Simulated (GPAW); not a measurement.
# CaC2 (I4/mmm): G0W0 with GPAW, start to end, part 2 of 2

Aim: the G0W0 gap of CaC2 (I4/mmm) on LDA, step by step.

GPAW 26.7.0; LDA and many-body steps on it, plane waves. Known limits of the many-body steps: not at the basis limit; coarse k mesh.

So far. Step 3 (Bands along the symmetry lines): The gap is 1.185 eV, −0.004 eV from the run before at this level. Step 4 (Empty states on the mesh, 4×4×4 mesh, 317 bands): On this mesh the gap is 1.189 eV.

## (5) Screening and self-energy, 4×4×4 mesh, 143 bands, screening to 120 eV

Now the one-shot GW correction: screening in the RPA, then the self-energy of the levels asked for.

This step: G0W0 on LDA, plane waves, PAW.

File run.py:

```python
import json
import numpy as np
from gpaw.mpi import world
from gpaw.response.g0w0 import G0W0

gw = G0W0('full.gpw',
    filename='gw',
    kpts=[0, 10, 12],
    bands=(7, 11),
    ecut=120,
    nbands=143,
    integrate_gamma='WS',
    ppa=True)
gw.calculate()
res = {mode: {k: v for k, v in r.items() if k != 'sigma_eskwn'}
       for mode, r in gw.all_results.items()}

if world.rank == 0:
    with open('result.json', 'w') as f:
        json.dump(res, f, default=lambda x: x.tolist())
```

Command:

```console
mpirun -n 4 gpaw python run.py
```

Numbers of over 12 decimals in the logs are rounded to 6 here.

Log:

```text
Using integrator: PointIntegrator
FrequencyGridDescriptor(from 0.000+0.000j to 0.000+27.211j eV, 2 points)
Nonperiodic BCs:  [False False False]
Using integrator: PointIntegrator
FrequencyGridDescriptor(from 0.000+0.000j to 0.000+27.211j eV, 2 points)
Nonperiodic BCs:  [False False False]
  ___  _ _ _
 |   || | | |
 | | || | | |
 |__ ||_____|
 |___|

BZ k-points: Symmetries present (total): 16

  [... matrices ...]
64 k-points: 4 x 4 x 4 Monkhorst-Pack grid + [1/8,1/8,1/8]
13 k-points in the irreducible part of the Brillouin zone
       k-points in crystal coordinates                weights
   0:     0.00000000    0.00000000    0.00000000          1/64
   1:     0.25000000   -0.25000000    0.00000000          4/64
   2:     0.25000000   -0.25000000    0.25000000          4/64
   3:     0.25000000    0.00000000    0.00000000          8/64
   4:     0.25000000    0.25000000   -0.25000000          2/64
   5:     0.25000000    0.25000000    0.25000000          2/64
   6:     0.50000000    0.00000000    0.25000000          8/64
   7:     0.50000000    0.00000000    0.50000000          4/64
   8:     0.50000000    0.25000000    0.25000000         16/64
   9:     0.50000000    0.25000000    0.50000000          8/64
          ...
  12:     0.50000000    0.50000000    0.50000000          1/64

Distributing spins, k-points and bands (1 x 3 x 4) over 4 processes
Number of blocks: 1

Quasi particle states:
k-points (IBZ indices): [0, 10, 12]
Band range: (7, 11)
  [... matrices ...]
Computational parameters:
Plane wave cut-off: 120 eV
Number of bands: 143
Coulomb cutoff: None
Broadening: 0.1 eV

fxc modes: GW
Kernel: RPA
Using Godby-Needs plasmon-pole approximation:
  Fitting energy: i*E0, E0 = 1.000 Hartree
Summing all q:

Calculating screened Coulomb potential
No Coulomb truncation
FrequencyGridDescriptor(from 0.000+0.000j to 0.000+27.211j eV, 2 points)
Removing empty qpoint cache files...

Calculating chi0 body with:
    Ground state adapter containing:
    Number of spins: 1
    Number of kpoints: 64
    Number of irreducible kpoints: 13
    Number of completely occupied states: 9
    Number of partially occupied states: 9
    Occupied states memory: 1.8984375 M / cpu

    Linear response parametrization:
    q_c: [0.0, 0.0, 0.0]
    Number of frequency points: 2
    Planewave cutoff: 120.0
    Number of bands: 143
    Number of planewaves: 145
    Broadening (eta): 1e-06
    comm.size: 4
    kncomm.size: 4
    blockcomm.size: 1

    Memory estimate of potentially large arrays:
        chi0_wGG: 0.641632 M / cpu
Integrating chi0 body.

Symmetries of q_c:
    Direct symmetries (Uq -> q): 16
    Indirect symmetries (TUq -> q): 0
In total 16 allowed symmetries.

  [... matrices ...]
13 groups of equivalent kpoints. 79.6875% reduction.

Integral kind: response function
Integrating chi0 head and wings.

Symmetries of q_c:
    Direct symmetries (Uq -> q): 16
    Indirect symmetries (TUq -> q): 0
In total 16 allowed symmetries.

  [... matrices ...]
13 groups of equivalent kpoints. 79.6875% reduction.

Integral kind: response function wings

Calculating chi0 body with:
    Ground state adapter containing:
    Number of spins: 1
    Number of kpoints: 64
    Number of irreducible kpoints: 13
    Number of completely occupied states: 9
    Number of partially occupied states: 9
    Occupied states memory: 1.8984375 M / cpu

    Linear response parametrization:
[... the further q-points ...]

Results:
f:      Occupation numbers
eps:     KS-eigenvalues [eV]
vxc:     KS vxc [eV]
exx:     Exact exchange [eV]
sigma:   Self-energies [eV]
dsigma:  Self-energy derivatives
Z:       Renormalization factors
qp:      QP-energies [eV]

k-point 0 (0): (0.000, 0.000, 0.000)                GW
band       f     eps     vxc     exx   sigma  dsigma       Z      qp
                                                                   GW
   7   1.000   1.950 -14.796 -17.375   1.510  -0.274   0.785   1.111
   8   1.000   1.950 -14.796 -17.375   1.510  -0.274   0.785   1.111
   9   0.000   6.061 -13.003  -7.155  -3.838  -0.229   0.814   7.696
  10   0.000   6.061 -13.003  -7.155  -3.838  -0.229   0.814   7.696

k-point 1 (10): (0.500, 0.500, 0.000)                GW
band       f     eps     vxc     exx   sigma  dsigma       Z      qp
                                                                   GW
   7   1.000   1.336 -14.344 -17.223   1.693  -0.273   0.786   0.404
   8   1.000   1.869 -14.951 -19.077   3.062  -0.292   0.774   1.045
   9   0.000   4.118 -11.281  -6.525  -3.265  -0.216   0.822   5.344
  10   0.000   8.624 -15.208  -7.548  -4.830  -0.250   0.800  10.889

k-point 2 (12): (0.500, 0.500, 0.500)                GW
band       f     eps     vxc     exx   sigma  dsigma       Z      qp
                                                                   GW
   7   1.000   1.322 -14.378 -17.335   1.788  -0.278   0.783   0.407
   8   1.000   2.929 -15.880 -19.554   2.825  -0.287   0.777   2.270
   9   0.000   6.040 -11.676  -5.656  -4.035  -0.197   0.835   7.698
  10   0.000   8.677 -11.728  -6.265  -4.171  -0.203   0.831   9.751
```

Elapsed: 71 s, on 4 MPI ranks of Arm Neoverse V1, shared host; peak memory 1.2 GiB; 4.7 min of CPU time.

Numbers from this step:

```yaml
g0w0_gap_on_the_points_computed: 3.074 eV
least_direct_g0w0_gap_on_the_computed_points: 4.299 eV
z_at_the_valence_top: 0.7770
z_at_the_conduction_bottom: 0.8223
starting_gap_on_the_mesh: 1.189 eV
k_of_the_valence_top: 0.5, 0.5, 0.5
k_of_the_conduction_bottom: 0.5, 0.5, 0
```

The gap on the mesh goes from 1.19 eV to 3.07 eV, a correction of +1.89 eV.

Limits: finite bands, cutoff and mesh; coarse k mesh. v1 is the top filled band, c1 the lowest empty one. The levels before and after the correction (eV, zero at the valence-band top of each column):

```csv
,conduction bottom,valence top
Kohn-Sham,1.19,0.00
G0W0,3.07,0.00
```

```csv
,level,energy (eV)
Kohn-Sham,(0.5 0.5 0) v2,-1.593
Kohn-Sham,(0.5 0.5 0) v1,-1.061
Kohn-Sham,(0.5 0.5 0) c1,1.189
Kohn-Sham,(0.5 0.5 0) c2,5.695
Kohn-Sham,(0.5 0.5 0.5) v2,-1.608
Kohn-Sham,(0.5 0.5 0.5) v1,0.000
Kohn-Sham,(0.5 0.5 0.5) c1,3.111
Kohn-Sham,(0.5 0.5 0.5) c2,5.748
G0W0,(0.5 0.5 0) v2,-1.866
G0W0,(0.5 0.5 0) v1,-1.225
G0W0,(0.5 0.5 0) c1,3.074
G0W0,(0.5 0.5 0) c2,8.618
G0W0,(0.5 0.5 0.5) v2,-1.863
G0W0,(0.5 0.5 0.5) v1,0.000
G0W0,(0.5 0.5 0.5) c1,5.428
G0W0,(0.5 0.5 0.5) c2,7.481
```

## (6) Where the time went

Times are wall times on 4 MPI ranks of Arm Neoverse V1, shared host, good to a factor of about two.

```csv
step,time,share,memory (GiB)
ground state,14 s,11 %,0.64
bands along the symmetry lines,13 s,10 %,0.7
empty states on the mesh,31 s,24 %,1.5
screening and self-energy,71 s,55 %,1.2
```

## (7) What came out

```yaml
lda_gap: 1.18 eV, indirect
g0w0_gap_on_the_mesh: 3.07 eV
gw_settings: 4×4×4 mesh, 143 bands, screening to 120 eV, Godby-Needs plasmon pole
known_limits: not at the basis limit; coarse k mesh
```

G0W0 moves the gap on the mesh from 1.19 eV to 3.07 eV (+1.89 eV), with Z of 0.78 and 0.82 at the edges. Only 3 of the mesh's irreducible points were corrected, so a valley elsewhere could overtake. The dearest step here is «screening and self-energy». Bands and cutoff are finite, so the gap is not at the basis limit. The miss can reach some tenths of an eV and take either sign; the mesh is an error of its own. These stock PAW sets were not made for GW. In the G0W0 run levels were corrected at 3 k points alone, so a gap called «on the mesh» is the least over those, and an edge elsewhere would be missed. The 4×4×4 mesh is coarse for this cell, which bears on the long-range parts of exchange and screening.

[Paths, hosts, dates, memory and timing lines, banners, echoed tables and standing remarks are left out of the program output.]

[Logs are printed without paths, hosts, clocks, repeated set-up lines and the standing remarks that a program may print on its own settings, such as how far it seeks lower states.]

[Runs of the session that timed out or met a known fault of the program may be left out.]

[Hosts, paths, dates, database ids (printed as entryN), source tags and the programs' standing remarks are cut or masked in the printed files.]
